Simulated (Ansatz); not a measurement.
Rows from a G0W0 calculation on PbO (Massicot) (Ansatz 0.2.0; G0W0 on r2SCAN, plane waves, PAW; PAW set soft_1; 4×4×4 mesh, 987 empty bands, screening to 200 eV, PAW set soft_1 files), in eV. Spin-orbit coupling is left out.

```tsv
row	k	band	start	Σx	Σc at the solution	Vxc
A	Γ	c2	12.536	-11.735	-3.420	-15.525
B	Γ	v1	8.163	-22.881	2.785	-19.738
C	(-0.500, -0.500, 0.250)	v1	7.739	-22.606	2.783	-19.435
D	Γ	c1	11.947	-9.865	-3.387	-13.505
E	(-0.500, -0.500, 0.250)	c1	10.967	-9.088	-3.187	-12.437
F	Γ	v2	7.782	-22.722	3.218	-19.109
```

Question: Give the quasiparticle energies and the shift of each level.

The quasiparticle equation reads E = start + Σx + Σc(E) − Vxc.

```tsv
row	E (eV)	shift (eV)
A	12.906	+0.370
B	7.804	−0.358
C	7.351	−0.388
D	12.200	+0.253
E	11.130	+0.163
F	7.387	−0.395
```

The gap over the computed points goes from 2.80 eV to 3.33 eV.

Limits: not at the basis limit; no spin-orbit coupling.

[Paths, hosts, dates, memory and timing lines, banners, echoed tables and standing remarks are left out of the program output.]

[Logs are printed without paths, hosts, clocks, repeated set-up lines and the standing remarks that a program may print on its own settings, such as how far it seeks lower states.]

[Runs of the session that timed out or met a known fault of the program may be left out.]

[Cells called generated may have been cut or substituted from an entry of the Crystallography Open Database or the Materials Project.]

[Hosts, paths, dates, database ids (printed as entryN), source tags and the programs' standing remarks are cut or masked in the printed files.]
